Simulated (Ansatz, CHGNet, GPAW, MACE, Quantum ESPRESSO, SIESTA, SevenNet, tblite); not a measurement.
## GPAW on KH6C3NO5 (P2_1/c) (64 atoms): settings against a plane-wave reference

Aim: run KH6C3NO5 (P2_1/c) (64 atoms) in GPAW and see how near its forces come to a plane-wave reference, and at what cost.

Main program and level: GPAW 26.7.0; the method is named at each step.

## (1) Starting point

The cell holds 64 atoms: 4 K, 24 H, 12 C, 4 N and 20 O. Cell: a = 7.457 Å, b = 13.002 Å, c = 6.816 Å, α = 90.0°, β = 105.4°, γ = 90.0°. It derives from KH6C3NO5 (P2_1/c), repeated 1×1×1. KH6C3NO5, space group P2_1/c, structure from the Crystallography Open Database, 1 x 1 x 1 conventional cells; every coordinate displaced by a Gaussian of 0.01 Å; bonds to H set to neutron lengths (C-H 1.089, N-H 1.015, O-H 0.983, B-H 1.19 Å) where the listed ones are shorter. Then every atom was moved at random, 0.05 Å r.m.s. a Cartesian component (hydrogen 0.6 of that).

The yardstick, on the same geometry:

* method: Kohn-Sham DFT, PBE, SSSP efficiency 1.3.0 pseudopotentials, plane waves (Quantum ESPRESSO 7.5); sssp-pbe-1.3.0-efficiency, cutoffs 60/480 Ry, Γ point
* r.m.s. force component: 2.014 eV/Å
* longest force: 9.847 eV/Å
* pressure: 1.7 GPa
* gap (highest filled to lowest empty level): 3.547 eV
* time: 74 s on 2 MPI ranks of Arm Neoverse V2, shared host
* CPU time: 2.5 min

## (2) PBE, LCAO dzp, h 0.18 Å

Method: Kohn-Sham DFT, PBE, PAW, atomic orbitals (dzp).

run.py reads:

```python
import numpy as np
from ase.io import read
from gpaw import GPAW, FermiDirac

atoms = read("structure.xyz")
atoms.calc = GPAW(
    mode="lcao",
    basis="dzp",
    h=0.18,
    xc="PBE",
    kpts={"size": (1, 1, 1), "gamma": True},
    occupations=FermiDirac(0.05),
    maxiter=200,
    symmetry={"point_group": False},
    txt="gpaw.txt",
)
energy = atoms.get_potential_energy(force_consistent=True)
forces = atoms.get_forces()
print(f"energy {energy:.6f} eV")
print("forces (eV/A)")
for i, (a, f) in enumerate(zip(atoms, forces)):
    print(f"{i:4d} {a.symbol:2s} {f[0]:10.5f} {f[1]:10.5f} {f[2]:10.5f}")
print(f"Fermi level {atoms.calc.get_fermi_level():.4f} eV")
for k in range(len(atoms.calc.get_ibz_k_points())):
    for s in range(atoms.calc.get_number_of_spins()):
        e = atoms.calc.get_eigenvalues(kpt=k, spin=s)
        n = np.searchsorted(e, atoms.calc.get_fermi_level())
        print(f"k {k} spin {s} levels about the Fermi level:", np.round(e[max(n - 6, 0):n], 4).tolist(), "|", np.round(e[n:n + 6], 4).tolist())
```

structure.xyz reads:

```xyz
64
Lattice="7.45700 0.00000 0.00000 0.00000 13.00200 0.00000 -1.81118 0.00000 6.57096" Properties=species:S:1:pos:R:3 pbc="T T T"
K 3.53922 8.30035 0.51194
K 2.93294 1.82314 2.63495
K 2.05905 4.70243 5.89579
K 2.72846 11.21761 3.88055
H 5.55299 9.55920 6.26574
H -0.77787 3.00151 3.67080
H 0.13270 3.45268 0.40891
H 6.40721 10.06732 2.90936
H 5.79504 11.11021 5.44089
H -1.08407 4.58776 4.39157
H -0.22500 1.91845 1.05438
H 6.73941 8.35834 2.18813
H 3.90552 11.68828 0.83385
H 2.63617 5.15516 2.55669
H 1.68398 1.35741 5.77101
H 2.96181 7.83071 4.04903
H 0.00727 12.50441 6.20036
H 4.70421 6.01720 3.57992
H 5.66533 0.51735 0.32888
H 0.90129 7.01900 2.94767
H 6.26191 6.35655 0.90101
H 0.24065 12.87289 2.36693
H -0.64699 6.74102 5.64978
H 5.40616 0.15719 4.19963
H 4.42135 6.96036 5.99916
H 0.38186 0.47444 3.82358
H 1.26274 5.99938 0.51819
H 5.26804 12.55135 2.77019
C 6.27493 11.10683 0.49854
C 0.29007 4.68735 2.70678
C -0.66052 1.84459 6.00402
C 5.40202 8.31270 3.77180
C -1.62397 10.60807 6.39525
C 6.49429 4.04609 3.47998
C 7.33124 2.43241 0.11999
C 6.55505 8.84422 3.16188
C 1.24684 10.72288 0.68220
C 5.26748 4.26115 2.57713
C 4.42728 2.27236 5.83396
C 0.33291 8.81185 4.01794
N 2.10300 11.89189 0.43513
N 4.37204 5.27491 2.91560
N 3.58406 1.19488 6.22270
N 1.13369 7.62788 3.69367
O 5.17264 10.73874 0.11815
O 1.43517 4.21863 3.16615
O 0.45796 2.26898 6.48501
O 4.21262 8.71381 3.31111
O 6.35586 12.06664 1.35204
O 0.16165 5.62180 1.80511
O -0.77221 0.89857 5.19855
O 5.43468 7.36472 4.66919
O 1.55421 9.94887 1.63479
O 5.00032 3.47999 1.74866
O 4.07072 3.12646 4.93216
O 0.73522 9.51356 4.93886
[... 4 atom lines left out ...]
O 5.62444 6.75012 0.26028
O 0.83291 0.16799 2.92007
O -0.12644 6.33444 6.25693
O 4.80220 12.81217 3.55016
```

Run with:

```sh
> OMP_NUM_THREADS=1 python run.py > output.txt
```

Log:

```text
energy -360.628535 eV
forces (eV/A)
   0 K    -0.06873    0.09366    0.43678
   1 K     0.15642    0.15279   -0.04202
   2 K     0.05590   -0.02741    0.01649
   3 K    -0.22055   -0.25766    0.10158
   4 H     0.33668   -0.81954   -0.49146
   5 H     0.06246   -0.99714    0.03489
   6 H    -0.23187    0.82355   -0.19014
   7 H     0.08206   -2.88133    0.40467
   8 H     0.54874    0.56084   -0.96675
   9 H     0.05762    0.79155    1.49105
  10 H    -0.17878   -1.01192    1.21393
  11 H     0.07237   -0.13740   -0.28147
  12 H     1.58688   -0.92795   -0.70592
  13 H    -0.61163    0.54346   -1.39445
  14 H     0.48781   -0.18242   -0.28283
  15 H     0.56066    0.05596   -0.01734
  16 H     0.53844    0.20913    0.45168
  17 H    -0.21428    0.07852   -0.29991
  18 H     0.53625   -1.83927    1.29119
  19 H    -0.45836   -1.43447   -1.62484
  20 H     0.36646   -0.36727    0.33915
  21 H    -6.65721   -3.35361   -5.70083
  22 H    -4.13015    2.49775   -3.51980
  23 H     1.58545    0.90492    1.21091
[...]
56 O     0.48767    1.61627    2.14689
  57 O     0.09525   -1.34750    1.88120
  58 O    -0.05851    0.20491    1.27638
  59 O     2.55139   -0.82270    1.48294
  60 O     0.81480    0.46026   -1.64114
  61 O     6.06812    4.04441    7.84667
  62 O     4.89719   -2.90168    3.71635
  63 O    -3.01665   -0.11887    0.72715
Fermi level 2.3417 eV
k 0 spin 0 levels about the Fermi level: [0.3178, 0.4754, 0.5771, 0.7469, 0.9452, 1.1319] | [4.7033, 4.8575, 5.0694, 5.1851, 5.3619, 5.4591]
```

gpaw.txt:

```text
Input parameters:
  mode=LCAO(),
  basis={'default': 'dzp'},
  h=0.18,
  kpts=MonkhorstPack(size=(1, 1, 1), gamma=True),
  maxiter=200,
  occupations=Occupations(name='fermi-dirac', width=0.05, fixmagmom=False),
  symmetry=Symmetry(point_group=False),
  xc=XC(name='PBE')
Unit cell  # Å
| periodic |         x |         y |        z |   lengths |     angles |
|----------|-----------|-----------|----------|-----------|------------|
|      yes |  7.457000 |  0.000000 | 0.000000 |  7.457000 |  90.000000 |
|      yes |  0.000000 | 13.002000 | 0.000000 | 13.002000 | 105.410017 |
|      yes | -1.811180 |  0.000000 | 6.570960 |  6.816002 |  90.000000 |
Number of symmetries: 1
Symmetry operations  # r_c * U_cc + t_c -> r_c
|   | kind |            matrix            |
|---|------|------------------------------|
| 0 |  E   |  1, 0, 0,  0, 1, 0,  0, 0, 1 |
BZ-sampling:
  Number of BZ points: 1
  Number of IBZ points: 1
  Monkhorst-Pack size: [1, 1, 1]
  Monkhorst-Pack shift: [0, 0, 0]
[... lines left out ...]
eigensolver:
density mixing:
  MSR1-Mixer
occupation numbers:
  Fermi-Dirac:
    width: 0.0500  # eV
FastPoissonSolver using
    Stencil: 8*3+1=25 point O(h^6) finite-difference Laplacian
xc functional:
  name: PBE with 2 nearest neighbor stencil
interpolation: tri-quintic # 5. degree polynomial
Initialization done in: 6.200 s
convergence criteria:
- Maximum [total energy] change in last 3 cyles: 0.0005 eV / valence electron
- Maximum integral of absolute [dens]ity change: 0.0001 electrons / valence electron
- Maximum integral of absolute [eigenst]ate change: 4e-08 eV^2 / valence electron
maximum number of iterations: 200
SCF iterations
|iter     |      energy | eigst |  dens |
|---------|-------------|-------|-------|
|iter:   1| -375.517525 |      c|       |
|iter:   2| -371.795559 |      c| -0.91 |
|iter:   3| -360.705753 |      c| -0.95 |
|iter:   4| -360.649621 |      c| -1.49 |
|iter:   5| -360.641703c|      c| -1.90 |
|iter:   6| -360.629702c|      c| -2.53 |
|iter:   7| -360.628578c|      c| -2.91 |
|iter:   8| -360.628547c|      c| -3.32 |
|iter:   9| -360.628537c|      c| -3.77 |
|iter:  10| -360.628535c|      c| -4.12c|
Converged in 10 steps
SCF loop duration: 66.310 s (6.631 s/step)
Energy contributions relative to reference atoms: (reference = -124904.246193)
Energy contributions:
  Kinetic:         340.274255
  Coulomb:        -347.428600
  Zero:              7.305193
  External:          0.000000
  Xc:             -360.779383
  Entropy:          -0.000000
  Spinorbit:         0.000000
  ----------------------------
  Free energy:    -360.628535
  Extrapolated:   -360.628535
dipole moment: (29.189806, -0.940828, -3.837503)  # |e|*Ang
Fermi level: 2.342
Eigenvalues  # (at kpt = [0.000, 0.000, 0.000])
| band index |      eig [eV] | occ [0-2] |
|------------|---------------|-----------|
|          0 |       -27.106 |     2.000 |
|        ... |               |           |
|        116 |         0.180 |     2.000 |
|        117 |         0.234 |     2.000 |
[...]
|        131 |         5.886 |     0.000 |
|        ... |               |           |
|        152 |        10.459 |     0.000 |
Gap: 3.571 eV
Transition (v -> c):
  (s=0, k=0, n=123, [0.00, 0.00, 0.00]) -> (s=0, k=0, n=124, [0.00, 0.00, 0.00])
No difference between direct/indirect transitions
Force computation time: 15.265  # s
timing:  # [seconds]
  Total:  87.820  # ━━━━━━━━━━━━━━━━━━━━━━━━━━━━━━━━━━━━━━━━━━━━━━━━━━━━━━━━━
  Init:    6.200  # ━━━━
  SCF:    66.310  # ━━━━━━━━━━━━━━━━━━━━━━━━━━━━━━━━━━━━━━━━━━━
  Forces: 15.282  # ━━━━━━━━━━
```

The job ended after 89 s (1 thread of Arm Neoverse V2, shared host; peak memory 0.83 GiB).

Banners, paths, timers and routine set-up lines are dropped from the logs unmarked, and long logs keep their key lines alone; longer cuts are marked.

Against the reference:

```
r.m.s. force component                           : 2.188 eV/Å
r.m.s. difference of force components            : 428.3 meV/Å
longest difference of force vectors              : 1614 meV/Å
force difference over r.m.s. force               : 21.27 %
slope of forces against the reference's          : 1.068
correlation of force components                  : 0.9827
gap (highest filled to lowest empty level) : 3.571 eV
gap difference                                   : 0.0239 eV
```

Length of the force difference by element (eV/Å):

```csv
element,atoms,mean,most
C,12,0.57,1.3
H,24,0.63,1.2
K,4,0.087,0.12
N,4,0.36,0.42
O,20,0.94,1.6
```

Levels nearest the highest filled one (eV from it): -0.81, -0.66, -0.55, -0.39, -0.19, 0.00, 3.57, 3.73, 3.94, 4.05, 4.23, 4.33.

A closer look about O62, which bears the longest force: 14 atoms, nearest first, numbered in the order of the input, with positions taken from that point.

```csv
atom,x,y,z,distance (Å),bonds,Fx,Fy,Fz (eV/Å)
O62,0.00,0.00,0.00,0.00,4,6.07,4.04,7.85
H22,-0.59,-0.30,-0.55,0.86,1,-6.66,-3.35,-5.70
H26,-0.45,0.31,0.90,1.06,1,0.36,-0.67,-1.93
K2,2.10,1.66,-0.29,2.69,8,0.16,0.15,-0.04
O49,-1.93,-1.10,-1.57,2.72,1,0.92,0.73,0.84
H11,-1.06,1.75,-1.87,2.77,1,-0.18,-1.01,1.21
O51,-1.61,0.73,2.28,2.88,1,-0.20,-1.66,-1.92
K4,1.90,-1.95,0.96,2.89,8,-0.22,-0.26,0.10
O59,1.68,0.71,2.40,3.01,4,-0.06,0.20,1.28
O57,2.31,-1.01,-1.71,3.05,4,0.49,1.62,2.15
N41,1.27,-1.28,-2.48,3.07,3,-4.30,-3.11,-1.73
H28,-3.02,-0.62,-0.15,3.09,1,1.67,-0.69,-2.04
H24,-2.88,-0.01,1.28,3.15,1,1.59,0.90,1.21
H15,0.85,1.19,2.85,3.20,1,0.49,-0.18,-0.28
```

Atoms are counted from 1 here, from 0 in the log.

Forces lie 21 % from the reference's, at 0.60 times its CPU time (on 1 against 2 cores).

## (3) PBE, LCAO dzp, h 0.18 Å, other mixer settings

Method: Kohn-Sham DFT, PBE, PAW, atomic orbitals (dzp).

Changes to run.py since step 2:

```diff
@@ -2,3 +2,4 @@
 from ase.io import read
-from gpaw import GPAW, FermiDirac
+from gpaw import GPAW, FermiDirac, Mixer
+from ase.parallel import parprint as print
 
@@ -12,2 +13,3 @@
     occupations=FermiDirac(0.05),
+    mixer=Mixer(0.1, 5, 50),
     maxiter=200,
```

structure.xyz is that of step 2.

Run with:

```sh
> OMP_NUM_THREADS=1 mpirun -np 2 gpaw python run.py > output.txt
```

Log:

```text
energy -360.628539 eV
forces (eV/A)
   0 K    -0.06890    0.09360    0.43668
   1 K     0.15666    0.15265   -0.04168
   2 K     0.05615   -0.02737    0.01681
   3 K    -0.22085   -0.25752    0.10131
   4 H     0.33724   -0.81895   -0.49112
   5 H     0.06189   -0.99631    0.03389
   6 H    -0.23242    0.82304   -0.19096
   7 H     0.08239   -2.88173    0.40494
   8 H     0.54893    0.56097   -0.96551
   9 H     0.05789    0.79135    1.48979
  10 H    -0.17857   -1.01187    1.21279
  11 H     0.07216   -0.13695   -0.28031
  12 H     1.58507   -0.92786   -0.70682
  13 H    -0.61062    0.54362   -1.39483
  14 H     0.48945   -0.18249   -0.28207
  15 H     0.55921    0.05604   -0.01805
  16 H     0.53988    0.20948    0.45308
  17 H    -0.21553    0.07867   -0.30177
  18 H     0.53497   -1.83937    1.28934
  19 H    -0.45701   -1.43442   -1.62324
  20 H     0.36599   -0.36710    0.33808
  21 H    -6.65750   -3.35369   -5.70022
  22 H    -4.13061    2.49763   -3.51924
  23 H     1.58551    0.90517    1.21043
[...]
56 O     0.48362    1.61705    2.14399
  57 O     0.10232   -1.34801    1.88594
  58 O    -0.05230    0.20371    1.28130
  59 O     2.54602   -0.82344    1.47988
  60 O     0.81436    0.46224   -1.64065
  61 O     6.06807    4.04596    7.84480
  62 O     4.89627   -2.90277    3.71513
  63 O    -3.01670   -0.12015    0.72759
Fermi level 2.3417 eV
k 0 spin 0 levels about the Fermi level: [0.318, 0.4757, 0.5773, 0.7471, 0.9454, 1.1321] | [4.7031, 4.8574, 5.0691, 5.185, 5.3617, 5.4589]
```

gpaw.txt:

```text
Input parameters:
  mode=LCAO(),
  basis={'default': 'dzp'},
  h=0.18,
  kpts=MonkhorstPack(size=(1, 1, 1), gamma=True),
  maxiter=200,
  mixer=Pulay(name='pulay', nmaxold=5, beta=0.1, weight=50, sigma=0.015, g_ss=None),
  occupations=Occupations(name='fermi-dirac', width=0.05, fixmagmom=False),
  symmetry=Symmetry(point_group=False),
  xc=XC(name='PBE')
Unit cell  # Å
[... lines left out ...]
  Fermi-Dirac:
[... lines left out ...]
convergence criteria:
- Maximum [total energy] change in last 3 cyles: 0.0005 eV / valence electron
[... lines left out ...]
Converged in 14 steps
[... lines left out ...]
  Kinetic:         340.248660
  Coulomb:        -347.321769
  Zero:              7.242345
  External:          0.000000
  Xc:             -360.797775
  Entropy:          -0.000000
  Spinorbit:         0.000000
  ----------------------------
  Free energy:    -360.628539
  Extrapolated:   -360.628539
dipole moment: (29.189604, -0.940661, -3.837320)  # |e|*Ang
Fermi level: 2.342
Eigenvalues  # (at kpt = [0.000, 0.000, 0.000])
| band index |      eig [eV] | occ [0-2] |
|------------|---------------|-----------|
|          0 |       -27.105 |     2.000 |
|        ... |               |           |
|        116 |         0.181 |     2.000 |
|        117 |         0.234 |     2.000 |
[...]
|        131 |         5.886 |     0.000 |
|        ... |               |           |
|        152 |        10.459 |     0.000 |
Gap: 3.571 eV
Transition (v -> c):
  (s=0, k=0, n=123, [0.00, 0.00, 0.00]) -> (s=0, k=0, n=124, [0.00, 0.00, 0.00])
No difference between direct/indirect transitions
Force computation time: 7.647  # s
```

It took 64 s on 2 MPI ranks; peak memory 0.99 GiB.

Numbers from this run, and their distance from the reference:

| Quantity | Value |
| --- | --- |
| r.m.s. force component | 2.188 eV/Å |
| r.m.s. difference of force components | 428.3 meV/Å |
| longest difference of force vectors | 1618 meV/Å |
| force difference over r.m.s. force | 21.27 % |
| slope of forces against the reference's | 1.068 |
| correlation of force components | 0.9826 |
| gap (highest filled to lowest empty level) | 3.571 eV |
| gap difference | 0.0235 eV |
| energy less the same-level run's | -0.0001 meV/atom |
| r.m.s. force difference from the same-level run | 1.862 meV/Å |

Against the first run (21 %), the force difference from the reference is 21 %, at 1.4 times the CPU time (on 2 against 1 cores) (14 SCF steps against 10): another solver or mixer reaches the same state.

## (4) PBE, LCAO sz(dzp), h 0.18 Å

Method: Kohn-Sham DFT, PBE, PAW, atomic orbitals (sz(dzp)).

Changes to run.py since step 3:

```diff
@@ -2,4 +2,3 @@
 from ase.io import read
-from gpaw import GPAW, FermiDirac, Mixer
-from ase.parallel import parprint as print
+from gpaw import GPAW, FermiDirac
 
@@ -8,3 +7,3 @@
     mode="lcao",
-    basis="dzp",
+    basis="sz(dzp)",
     h=0.18,
@@ -13,3 +12,2 @@
     occupations=FermiDirac(0.05),
-    mixer=Mixer(0.1, 5, 50),
     maxiter=200,
```

structure.xyz is that of step 3.

Run with:

```sh
> OMP_NUM_THREADS=1 python run.py > output.txt
```

Log:

```text
energy -286.414938 eV
forces (eV/A)
   0 K    -0.06086   -0.02099    0.27227
   1 K     0.12325   -0.03138    0.00154
   2 K    -0.01693    0.12518    0.10864
   3 K    -0.10080   -0.04462   -0.00890
   4 H    -0.31014   -3.22963   -0.95936
   5 H     0.50511   -3.67359    0.64977
[...]
61 O    10.73612    5.20368    9.21958
  62 O     8.75212   -3.86096    4.27434
  63 O    -7.33549   -0.56315    1.29334
Fermi level 2.5568 eV
k 0 spin 0 levels about the Fermi level: [0.4279, 0.4493, 0.5483, 0.6243, 0.7607, 1.0228] | [4.0713, 4.1964, 4.4854, 4.6288, 4.7272, 4.8282]
```

gpaw.txt:

```text
Input parameters:
  mode=LCAO(),
  basis={'default': 'sz(dzp)'},
  h=0.18,
  kpts=MonkhorstPack(size=(1, 1, 1), gamma=True),
  maxiter=200,
  occupations=Occupations(name='fermi-dirac', width=0.05, fixmagmom=False),
[... lines left out ...]
  Fermi-Dirac:
[... lines left out ...]
convergence criteria:
- Maximum [total energy] change in last 3 cyles: 0.0005 eV / valence electron
[... lines left out ...]
Converged in 10 steps
[... lines left out ...]
  Free energy:    -286.414938
[... lines left out ...]
Fermi level: 2.557
[... lines left out ...]
|        ... |               |           |
|        152 |        11.321 |     0.000 |
Gap: 3.049 eV
Transition (v -> c):
  (s=0, k=0, n=123, [0.00, 0.00, 0.00]) -> (s=0, k=0, n=124, [0.00, 0.00, 0.00])
No difference between direct/indirect transitions
Force computation time: 4.644  # s
timing:  # [seconds]
  Total:  32.259  # ━━━━━━━━━━━━━━━━━━━━━━━━━━━━━━━━━━━━━━━━━━━━━━━━━━━━━━━━━
  Init:    4.449  # ━━━━━━━━
  SCF:    23.124  # ━━━━━━━━━━━━━━━━━━━━━━━━━━━━━━━━━━━━━━━━━
  Forces:  4.645  # ━━━━━━━━
```

It took 34 s on 1 thread; peak memory 0.64 GiB.

Compared with the plane-wave run:

| Item | Value |
| --- | --- |
| r.m.s. force component | 3.735 eV/Å |
| r.m.s. difference of force components | 2766 meV/Å |
| longest difference of force vectors | 9558 meV/Å |
| force difference over r.m.s. force | 137.4 % |
| slope of forces against the reference's | 1.277 |
| correlation of force components | 0.6886 |
| gap (highest filled to lowest empty level) | 3.049 eV |
| gap difference | -0.499 eV |

This is a coarse setting, run to see what it loses.

Against the first run (21 %), the force difference from the reference is 137 %, at 0.38 times the CPU time, with 200 basis functions against 664: the smaller basis costs accuracy.

[end of part 1 of 2]

[Also dropped from logs without a mark: logging warnings of Python, and SIESTA's first energy breakdown and zero terms.]

[Logs are printed without paths, hosts, clocks, repeated set-up lines and the standing remarks that a program may print on its own settings, such as how far it seeks lower states.]

[Hosts, paths, dates, database ids (printed as entryN), source tags and the programs' standing remarks are cut or masked in the printed files.]
